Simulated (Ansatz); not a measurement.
**NbRu3C (Pm-3m): from the cell to its phonons**

Aim: the vibrations of NbRu3C (Pm-3m), their spectra, and whether the structure is stable.

Program: Ansatz 0.2.0. Level of theory: DFT PBEsol, scalar-relativistic, plane waves, PAW; PAW set soft_1. Results are calculated unless marked as measured.

Most raw output is cut from this account.

**1. The starting structure**

It takes space group Pm-3m (No. 221, cubic). Conventional cell: a = 4.065 Å, b = 4.065 Å, c = 4.065 Å, α = 90.00°, β = 90.00°, γ = 90.00°. Nearest to Nb lie 12 Ru at 2.87 Å. Nearest to Ru lie 2 C at 2.03 Å and 4 Nb at 2.87 Å and 8 Ru at 2.87 Å. Nearest to C lie 6 Ru at 2.03 Å. Farther neighbours are not listed.

**2. Coarse relaxation**

The start is far from rest, so a relaxation with loose tolerances brings it close first.

File input.yaml:

```yaml
crystal:
  lattice:
    - [4.065138, 0.0, 0.0]
    - [0.0, 4.065138, 0.0]
    - [0.0, 0.0, 4.065138]
  atoms:
    - { symbol: Nb, position: [0.0, 0.0, 0.0] }
    - { symbol: Ru, position: [0.0, 0.5, 0.5] }
    - { symbol: Ru, position: [0.5, 0.0, 0.5] }
    - { symbol: Ru, position: [0.5, 0.5, 0.0] }
    - { symbol: C, position: [0.5, 0.5, 0.5] }
kpoints:
  mp_grid: { grid: [6, 6, 6] }
hamiltonian:
  xc: pbesol
  pseudopotentials: { kind: paw, azcp: { folder: soft_1 }, xc_functional: pbe }
scf:
  occupations: { method: gaussian, width: 0.1 }
output:
  forces: true
  stress: true
  eigenvalues: true
relax:
  adjacent_minimum: "off"
  f_tol: 0.05
  max_steps: 80
  cell: { stress_tol: 0.5 }
```

On the command line:

```console
$ ansatz run input.yaml --threads 4 --pin off --max-ram 10240MiB --backend cpu --events-out ev --progress --plain --runs-dir out
```

It took 5 s on 4 threads of Arm Neoverse V1, shared host; peak memory 0.41 GiB.

The steps of the relaxation:

```csv
step,energy less that of the first step (eV),largest force component (eV/Å),pressure (GPa),volume (Å³)
1,0.0000,0.0000,-11.65,67.18
2,-0.0653,0.0000,8.67,62.78
3,-0.1065,0.0000,-0.60,64.58
4,-0.1069,0.0000,-0.03,64.46
5*,-0.1031,0.0000,-0.08,64.46
```

Relaxation steps marked * repeat the geometry before them on a plane-wave basis chosen anew for their cell, so energy and pressure can jump there.

Forces are held to the 48 operations that the run works with; a distortion that breaks them can't arise in this run.

```csv
"conventional cell, symmetrised",before,after,change
a (Å),4.065,4.010,-1.4 %
b (Å),4.065,4.010,-1.4 %
c (Å),4.065,4.010,-1.4 %
volume (Å³/atom),13.44,12.89,-4.0 %
```

The relaxed structure:

```xyz
5
Lattice="4.0097 0.0000 0.0000 0.0000 4.0097 0.0000 0.0000 0.0000 4.0097" Properties=species:S:1:pos:R:3 pbc="T T T"
Nb    0.0000    0.0000    0.0000
Ru    0.0000    2.0048    2.0048
Ru    2.0048    0.0000    2.0048
Ru    2.0048    2.0048    0.0000
C     2.0048    2.0048    2.0048
```

Numbers from this step:

| Quantity | Value |
| --- | --- |
| pressure | -0.08211 GPa |
| volume per atom | 12.89 Å³ |
| gap on the k-mesh | 0 eV |

In this step the volume went from 13.44 to 12.89 Å³/atom.

**3. Bringing the structure to rest**

Harmonic phonons are second derivatives at a point where the forces vanish, and they are wanted at zero stress, so atoms and cell are relaxed first.

input.yaml, the sections that differ from step 2:

```yaml
crystal:
  lattice:
    - [4.0096535082, 0.0, 0.0]
    - [0.0, 4.0096535082, 0.0]
    - [0.0, 0.0, 4.0096535082]
  atoms:
    - { symbol: Nb, position: [0.0, 0.0, 0.0] }
    - { symbol: Ru, position: [0.0, 0.5, 0.5] }
    - { symbol: Ru, position: [0.5, 0.0, 0.5] }
    - { symbol: Ru, position: [0.5, 0.5, 0.0] }
    - { symbol: C, position: [0.5, 0.5, 0.5] }
kpoints:
  mp_grid: { grid: [10, 10, 10] }
relax:
  adjacent_minimum: "off"
  f_tol: 0.005
  max_steps: 80
  cell: { stress_tol: 0.05 }
# hamiltonian, scf, output: as in step 2
```

Run time: 9.1 s. Hardware: 4 threads; peak memory 0.46 GiB; 34 s of CPU time.

Little changed from the start: no atom moved by 0.005 Å and no cell edge by 0.1 %.

This step gave:

| Item | Value |
| --- | --- |
| pressure | -5.54e-4 GPa |

In this step the volume went from 12.89 to 12.89 Å³/atom.

**4. Tight relaxation**

Phonons need a cell at rest on their own settings, so the relaxation is repeated with tight tolerances on forces and stress on the k mesh and occupations of the first response run.

input.yaml, the sections that differ from step 3:

```yaml
crystal:
  lattice:
    - [4.0092197668, 0.0, 0.0]
    - [0.0, 4.0092197668, 0.0]
    - [0.0, 0.0, 4.0092197668]
  atoms:
    - { symbol: Nb, position: [0.0, 0.0, 0.0] }
    - { symbol: Ru, position: [0.0, 0.5, 0.5] }
    - { symbol: Ru, position: [0.5, 0.0, 0.5] }
    - { symbol: Ru, position: [0.5, 0.5, 0.0] }
    - { symbol: C, position: [0.5, 0.5, 0.5] }
kpoints:
  mp_grid: { grid: [12, 12, 12] }
scf:
  occupations: { method: methfessel_paxton, width: 0.2 }
relax:
  adjacent_minimum: "off"
  f_tol: 0.001
  max_steps: 60
  cell: { stress_tol: 0.01 }
# hamiltonian, output: as in step 3
```

Elapsed: 12 s, on 4 threads; peak memory 0.5 GiB.

Little changed from the start: no atom moved by 0.005 Å and no cell edge by 0.1 %.

Numbers from this step:

```yaml
pressure: -2.92e-4 GPa
```

The forces vanish by symmetry and the pressure is 0.000 GPa, within the tolerances set. The cell now holds 12.89 Å³/atom.

**5. Zone-centre response**

The zone centre comes first: it holds the modes that light can see, as far as symmetry allows. No field response is asked, since the mesh shows no gap.

input.yaml, the sections that differ from step 4:

```yaml
crystal:
  lattice:
    - [4.0090600133, 0.0, 0.0]
    - [0.0, 4.0090600133, 0.0]
    - [0.0, 0.0, 4.0090600133]
  atoms:
    - { symbol: Nb, position: [0.0, 0.0, 0.0] }
    - { symbol: Ru, position: [0.0, 0.5, 0.5] }
    - { symbol: Ru, position: [0.5, 0.0, 0.5] }
    - { symbol: Ru, position: [0.5, 0.5, 0.0] }
    - { symbol: C, position: [0.5, 0.5, 0.5] }
output:
  eigenvalues: true
phonons:
  method: dfpt
# kpoints, hamiltonian, scf: as in step 4
# relax: removed
```

Wall time 2.5 min (4 threads); peak memory 2.7 GiB; 9.5 min of CPU time.

This step gave:

| Property | Result |
| --- | --- |
| sum-rule residual before enforcement | 3.41e-5 eV/Å² |
| point group | m-3m |
| highest optical mode at the zone centre (no LO-TO term) | 568.5 cm⁻¹ |
| lowest optical zone-centre mode | 70.51 cm⁻¹ |

Patterns of degenerate modes are one choice out of their space. The modes at Γ (shares of kinetic energy by element, %):

```csv
mode,frequency (cm⁻¹),symmetry,Nb %,Ru %,C %
1,0.0,acoustic,23,74,3
2,0.0,acoustic,23,74,3
3,0.0,acoustic,23,74,3
4,70.5,T2u,0,100,0
5,70.5,T2u,0,100,0
6,70.5,T2u,0,100,0
7,94.8,T1u,19,75,5
8,94.8,T1u,19,75,5
9,94.8,T1u,19,75,5
10,140.1,T1u,58,37,5
11,140.1,T1u,58,37,5
12,140.1,T1u,58,37,5
13,568.5,T1u,0,13,87
14,568.5,T1u,0,13,87
15,568.5,T1u,0,13,87
```

Displacements in mode 6 (70.5 cm⁻¹), the largest set to 1:
```
Nb1  0.00  0.00  0.00
Ru2  0.00  0.06  1.00
Ru3  0.04  0.00 -1.00
Ru4 -0.04 -0.06  0.00
C5   0.00  0.00  0.00
```

Displacements in mode 14 (568.5 cm⁻¹), the largest set to 1:
```
Nb1  0.00  0.00  0.00
Ru2  0.00  0.00  0.01
Ru3  0.00  0.01  0.01
Ru4  0.00  0.00 -0.13
C5   0.00 -0.05  1.00
```

Before it was imposed, the acoustic sum rule was missed by 3.4e-5 eV/Å². Small misses are needed for a sound result but don't prove that mesh and cutoff are converged. The lowest optical mode is real, 70.5 cm⁻¹.

**6. Response at finite wavevector**

Stability and thermal properties need the whole zone. Linear response on a 2×2×2 q mesh gives force constants as far as a supercell of that size would.

input.yaml, as its differences from that of step 5:

```diff
@@ -22 +22,8 @@
   method: dfpt
+  qmesh: [2, 2, 2]
+  temperatures: { t_max: 1000, t_step: 50 }
+  qpath:
+    path:
+      - [[0.0, 0.0, 0.0], [0.0, 0.5, 0.0], [0.5, 0.5, 0.0], [0.0, 0.0, 0.0], [0.5, 0.5, 0.5], [0.0, 0.5, 0.0]]
+      - [[0.5, 0.5, 0.5], [0.5, 0.5, 0.0]]
+    npoints: 10
```

Run time: 11 min. Hardware: 4 threads; peak memory 2.3 GiB; 44 min of CPU time.

Numbers from this step:

* sum-rule residual before enforcement: 3.36e-5 eV/Å²
* lowest frequency on the path: 0 cm⁻¹
* highest frequency on the path or at a solved wavevector: 763.9 cm⁻¹
* mean frequency: 241.3 cm⁻¹
* Debye temperature (second moment): 597 K
* logarithmic mean frequency: 179.2 cm⁻¹
* lowest mode on the q mesh (acoustic modes at Γ apart): 51.98 cm⁻¹
* zero-point energy per atom: 44.88 meV
* heat capacity at 300 K: 21.50 J/(mol atoms K)
* vibrational entropy at 300 K: 30.77 J/(mol atoms K)
* edges of the widest gap between branches, on path and mesh: 340.7, 514.5 cm⁻¹

Frequencies (cm⁻¹) solved at each irreducible wavevector; negative means imaginary. Frequencies by wavevector, by row:

```csv
q in reciprocal lattice units,star,mode 1,mode 2,mode 3,mode 4,mode 13,mode 14,mode 15
0 0 0,1,0,0,0,70.5,568.5,568.5,568.5
0 0 -0.5,3,70.5,70.5,115.8,115.8,552,552,743.3
0 -0.5 -0.5,3,75,75,77.9,117,514.5,744.1,744.1
-0.5 -0.5 -0.5,1,52,52,52,87.9,763.9,763.9,763.9
```

Interpolated from a 2×2×2 q mesh, rough between the solved points. The phonon branches at the labelled points (cm⁻¹):

```csv
point,branch 1,branch 2,branch 3,branch 4,branch 12,branch 13,branch 14,branch 15
Γ,0,0,0,70,140,568,568,568
halfway,68,68,86,86,205,560,560,657
X,70,70,116,116,244,552,552,743
halfway,81,101,102,113,284,534,651,744
M,75,75,78,117,317,514,744,744
halfway,91,96,102,105,247,547,654,654
Γ,0,0,0,70,140,568,568,568
halfway,98,100,100,104,276,650,650,652
R,52,52,52,88,341,764,764,764
halfway,93,94,95,98,305,647,648,749
X,70,70,116,116,244,552,552,743
jump to R,52,52,52,88,341,764,764,764
halfway,70,70,83,90,327,645,754,754
M,75,75,78,117,317,514,744,744
```

The phonon density of states has structure finer than the step of the table below, so its rows give means over 25 cm⁻¹, whole bins alone (the curve runs from 5 to 765 cm⁻¹). Peaks (cm⁻¹: height): 105.0: 0.140, 145.0: 0.145, 205.0: 0.0420, 745.0: 0.0274.

Tetrahedra on a 16×16×16 mesh, mean over bins of 10 cm-1. Interpolated from a 2×2×2 q mesh, rough between the solved points. Table of phonon density of states by wavenumber; means over each step:

wavenumber (cm⁻¹), phonon density of states (1/cm⁻¹/cell) and a bar:
```
       25      0.000 
       50      0.003 #
       75      0.058 ##############
      100      0.127 ##############################
      125      0.085 ####################
      150      0.094 ######################
      175      0.030 #######
      200      0.035 ########
      225      0.014 ###
      250      0.007 ##
      275      0.008 ##
      300      0.010 ##
      325      0.007 ##
      350      0.001 
      375      0.000 
      400      0.000 
      425      0.000 
      450      0.000 
      475      0.000 
      500      0.000 
      525      0.004 #
      550      0.014 ###
      575      0.016 ####
      600      0.011 ###
      625      0.010 ##
      650      0.010 ##
      675      0.010 ##
      700      0.012 ###
      725      0.018 ####
      750      0.016 ####
```

The partial phonon density of states has structure finer than the step of the table below, so its rows give means over 25 cm⁻¹, whole bins alone (the curve runs from -10 to 794 cm⁻¹). Peaks (cm⁻¹: height): C 561.3: 0.0180, 622.0: 0.0170, 662.4: 0.0246, 702.9: 0.0245, 743.3: 0.0253; Nb 141.7: 0.104; Ru 101.2: 0.130, 207.4: 0.0376.

Phonopy on the run's constants, 15x15x15 mesh, Gaussian sigma 5.7 cm-1. Interpolated from a 2×2×2 q mesh, rough between the solved points. The partial phonon density of states by wavenumber; means over each step; values in 1/cm⁻¹/cell:

```csv
wavenumber (cm⁻¹),C,Nb,Ru
25,1.0e-5,7.9e-5,2.9e-4
50,3.7e-5,3.5e-4,0.00364
75,7.5e-5,0.00100,0.0569
100,2.8e-4,0.00309,0.122
125,5.1e-4,0.0297,0.0557
150,0.00197,0.0730,0.0190
175,0.00190,0.00960,0.0176
200,0.00104,0.00277,0.0310
225,2.9e-4,5.9e-5,0.0147
250,2.0e-4,1.4e-5,0.00691
275,2.1e-4,2.9e-5,0.00808
300,1.6e-4,1.9e-5,0.00996
325,5.9e-5,3.5e-6,0.00663
350,1.8e-6,0,5.6e-4
375,0,0,0
400,0,0,0
425,0,0,0
450,0,0,0
475,0,0,0
500,1.1e-4,0,2.2e-5
525,0.00339,0,6.0e-4
550,0.0123,1.5e-6,0.00187
575,0.0146,1.3e-5,0.00179
600,0.00837,8.2e-6,7.2e-4
625,0.0113,2.0e-5,7.1e-4
650,0.00896,1.7e-5,2.9e-4
675,0.00697,1.4e-5,2.2e-4
700,0.0149,3.0e-5,2.2e-4
725,0.0155,3.3e-5,8.1e-5
750,0.0162,3.1e-5,3.3e-5
775,6.9e-4,2.2e-7,2.2e-7
```

Harmonic thermodynamic functions per atom, from the density of states. Interpolated from a 2×2×2 q mesh, rough between the solved points. Thermodynamic functions, by row:

```csv
T (K),F_vib (meV/atom),S (J/mol-atom/K),C_V (J/mol-atom/K)
0,44.88,0,0
50,44.47,3.071,7.286
100,40.89,10.71,14.44
200,23.27,22.49,19.27
300,-4.55,30.77,21.5
400,-39.87,37.14,22.71
500,-81.12,42.29,23.4
600,-127.2,46.6,23.83
700,-177.5,50.29,24.1
800,-231.3,53.52,24.29
900,-288.3,56.39,24.42
1000,-348.1,58.97,24.51
```

Harmonic mean-square displacement, third of the trace. Interpolated from a 2×2×2 q mesh, rough between the solved points. Mean square displacements, by row:

```csv
T (K),Nb1 U_eq (Å²),Ru2 U_eq (Å²),Ru3 U_eq (Å²),Ru4 U_eq (Å²),C5 U_eq (Å²)
0,0.00128,0.00141,0.00141,0.00141,0.00254
100,0.00171,0.00228,0.00228,0.00228,0.00269
300,0.00406,0.00586,0.00586,0.00586,0.00373
600,0.0079,0.01152,0.01152,0.01152,0.00603
```

Symmetry leaves 4 wavevectors to solve. The lowest mode among them, the acoustic zeros apart, lies at q = (-0.5, -0.5, -0.5) and is real, 52.0 cm⁻¹.

**7. Another isotope, element C, natural mass 12.011 amu**

An isotope changes the mass and not the force constants, so no new electronic calculation is needed; the shifts show which modes move this element.

The same force constants with the mass of C changed from 12.011 to 13.003 u (phonopy, no LO-TO term). Both lists are sorted by frequency; levels can cross, so a row need not hold one and the same mode. Modes under 3 cm⁻¹ are left out. Isotope shifts, by row, the first 40 of 57 rows:

```csv
q,rank,natural mass (cm⁻¹),changed mass (cm⁻¹)
0 0 0,4,70.51,70.51
0 0 0,5,70.51,70.51
0 0 0,6,70.51,70.51
0 0 0,7,94.83,94.62
0 0 0,8,94.83,94.62
0 0 0,9,94.83,94.62
0 0 0,10,140.1,139.8
0 0 0,11,140.1,139.8
0 0 0,12,140.1,139.8
0 0 0,13,568.5,549.4
0 0 0,14,568.5,549.4
0 0 0,15,568.5,549.4
0 0 -0.5,1,70.51,70.51
0 0 -0.5,2,70.51,70.51
0 0 -0.5,3,115.8,115.7
0 0 -0.5,4,115.8,115.7
0 0 -0.5,5,136.8,136.8
0 0 -0.5,6,136.8,136.8
0 0 -0.5,7,137.2,137.2
0 0 -0.5,8,153.2,152.4
0 0 -0.5,9,153.2,152.4
0 0 -0.5,10,155.7,155.7
0 0 -0.5,11,189.3,189.3
0 0 -0.5,12,244.3,244.3
0 0 -0.5,13,552,533.6
0 0 -0.5,14,552,533.6
0 0 -0.5,15,743.3,714.4
0 -0.5 -0.5,1,74.97,74.96
0 -0.5 -0.5,2,74.97,74.96
0 -0.5 -0.5,3,77.9,77.9
0 -0.5 -0.5,4,117,117
0 -0.5 -0.5,5,124.5,124.5
0 -0.5 -0.5,6,124.5,124.5
0 -0.5 -0.5,7,150.1,150.1
0 -0.5 -0.5,8,150.1,150.1
0 -0.5 -0.5,9,156.7,156.7
0 -0.5 -0.5,10,166.6,165.4
0 -0.5 -0.5,11,209.6,209.6
0 -0.5 -0.5,12,317.1,317.1
0 -0.5 -0.5,13,514.5,498
```

A mode of this element alone would shift by -3.89 %. The highest zone-centre frequency without the field goes from 568.5 to 549.4 cm⁻¹ (-3.4 %). The product of the frequency ratios over all optical modes at Γ is 0.891; the product rule, (m/m′)^(3k/2) (M′/M)^(3/2) with k = 1 such atoms and M the mass of the cell, gives 0.891.

**8. Isotope substitution, element Ru, natural mass 101.07 amu**

The same for Ru, from 101.07 to 103.91 u.

A mode of this element alone would shift by -1.37 %. The highest zone-centre frequency without the field goes from 568.5 to 567.4 cm⁻¹ (-0.2 %). The product of the frequency ratios over all optical modes at Γ is 0.911; the product rule, (m/m′)^(3k/2) (M′/M)^(3/2) with k = 3 such atoms and M the mass of the cell, gives 0.911.

**9. What came out**

```yaml
space_group_after_relaxation_within_0p01_a: Pm-3m
volume_per_atom: 12.9 Å³
electronic_character: no gap on this mesh
highest_optical_mode_at_the_zone_centre_no_lo_to_term: 568 cm⁻¹
lowest_optical_zone_centre_mode: 70.5 cm⁻¹
lowest_mode_on_the_q_mesh_acoustic_modes_at_gamma_apart: 52.0 cm⁻¹
highest_frequency_on_the_path_or_at_a_solved_wavevector: 764 cm⁻¹
zero_point_energy_per_atom: 44.9 meV
heat_capacity_at_300_k: 21.5 J/(mol atoms K)
vibrational_entropy_at_300_k: 30.8 J/(mol atoms K)
debye_temperature_second_moment: 597 K
imaginary_modes_on_the_2x2x2_q_mesh: none
```

In words: The structure is a minimum as far as tested: no mode is imaginary at the 4 irreducible wavevectors of the 2×2×2 mesh, and the softest away from the acoustic zeros lies at 52 cm⁻¹. The optical modes at Γ span 71 to 568 cm⁻¹. The highest mode in this list at Γ, 568.5 cm⁻¹, is mostly motion of C (87 % of the kinetic energy). On the path and the mesh, the widest gap between branches runs from 341 to 514 cm⁻¹. The q mesh stands for a supercell only 8.0 Å across, so branches between the solved wavevectors are rough. With no gap, or one that is small against the smearing, the frequencies hang on the k mesh and the smearing, most of all near Kohn anomalies. The phonon runs are without spin polarisation, although the cell has an odd electron count. The PAW files were made for PBE and serve the other functionals too. These are harmonic frequencies at zero temperature: anharmonic shifts, linewidths and thermal expansion are left out.

[Logs are printed without paths, hosts, clocks, repeated set-up lines and the standing remarks that a program may print on its own settings, such as how far it seeks lower states.]

[Hosts, paths, dates, database ids (printed as entryN), source tags and the programs' standing remarks are cut or masked in the printed files.]
